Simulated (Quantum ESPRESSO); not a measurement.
A computed O K-edge spectrum of one site in a crystal of O and Ti, with its zero at a photon energy of about 528.6 eV (raw 537.5 eV, less 8.9 eV of added terms; uncertain by a few eV). Method: Quantum ESPRESSO XSpectra, PBE, full core hole (charged cell) in a small cell, dipole transitions, broadening that rises with energy.

Energy from the lowest empty level; intensity scaled to a mean of 1 over the first 20 eV:

```
E (eV)  intensity
  -2.0       0.05
  -1.4       0.06
  -0.8       0.10
  -0.2       0.18
   0.4       0.50
   1.0       1.68
   1.6       1.49
   2.2       0.87
   2.8       0.86
   3.4       1.95
   4.0       1.80
   4.6       1.40
   5.2       0.79
   5.8       0.46
   6.4       0.40
   7.0       0.43
   7.6       0.54
   8.2       0.68
   8.8       0.83
   9.4       0.94
  10.0       0.96
  10.6       0.95
  11.2       0.92
  11.8       0.94
  12.4       1.00
  13.0       1.10
  13.6       1.21
  14.2       1.32
  14.8       1.37
  15.4       1.33
  16.0       1.22
  16.6       1.08
  17.2       0.95
  17.8       0.86
  18.4       0.80
  19.0       0.78
  19.6       0.79
  20.2       0.80
  20.8       0.82
  21.4       0.83
  22.0       0.82
  22.6       0.81
  23.2       0.79
  23.8       0.77
  24.4       0.74
  25.0       0.72
  25.6       0.69
  26.2       0.67
  26.8       0.66
  27.4       0.66
  28.0       0.66
  28.6       0.67
  29.2       0.69
  29.8       0.70
  30.4       0.72
  31.0       0.74
  31.6       0.76
```

Question: What surroundings does the absorber have?

A K edge sees empty p states; the first features are O p mixed into the empty d states of the Ti neighbours, and the broad ones above probably into the cations' higher empty bands. Ti is d⁰ and octahedral here, so the pair, 2.1 eV apart, is its t₂g and e_g bands. It is atom 3 of TiO2 (Anatase, I4_1/amd), with 2 Ti at 1.93 Å and 1 Ti at 1.98 Å (distorted T-shaped, site symmetry 2mm). Its main maxima below 24 eV lie at 1.3 eV (1.97), 3.4 eV (1.97), 10.1 eV (0.97), 14.9 eV (1.37) and 21.6 eV (0.83). A near-edge spectrum doesn't fix the structure by itself; it is matched against candidates. The holes are only 5.4 Å apart, so the shape is probably not converged with cell size; no larger cell was run here. The structure is a published determination, not relaxed.

[Banner, clock and machine lines of the logs are left out without a mark of their own.]

[Logs are printed without paths, hosts, clocks, repeated set-up lines and the standing remarks that a program may print on its own settings, such as how far it seeks lower states.]

[Hosts, paths, dates, database ids (printed as entryN), source tags and the programs' standing remarks are cut or masked in the printed files.]

[Lists of maxima count a maximum above −3 eV only where it reaches 4 % of the highest in the window and stands out from its surroundings by 2 % of it (1.5 % where it reaches 55 %); shoulders and weaker maxima are passed over, and of the rest the first, up to two pre-edge ones and the few strongest are named.]
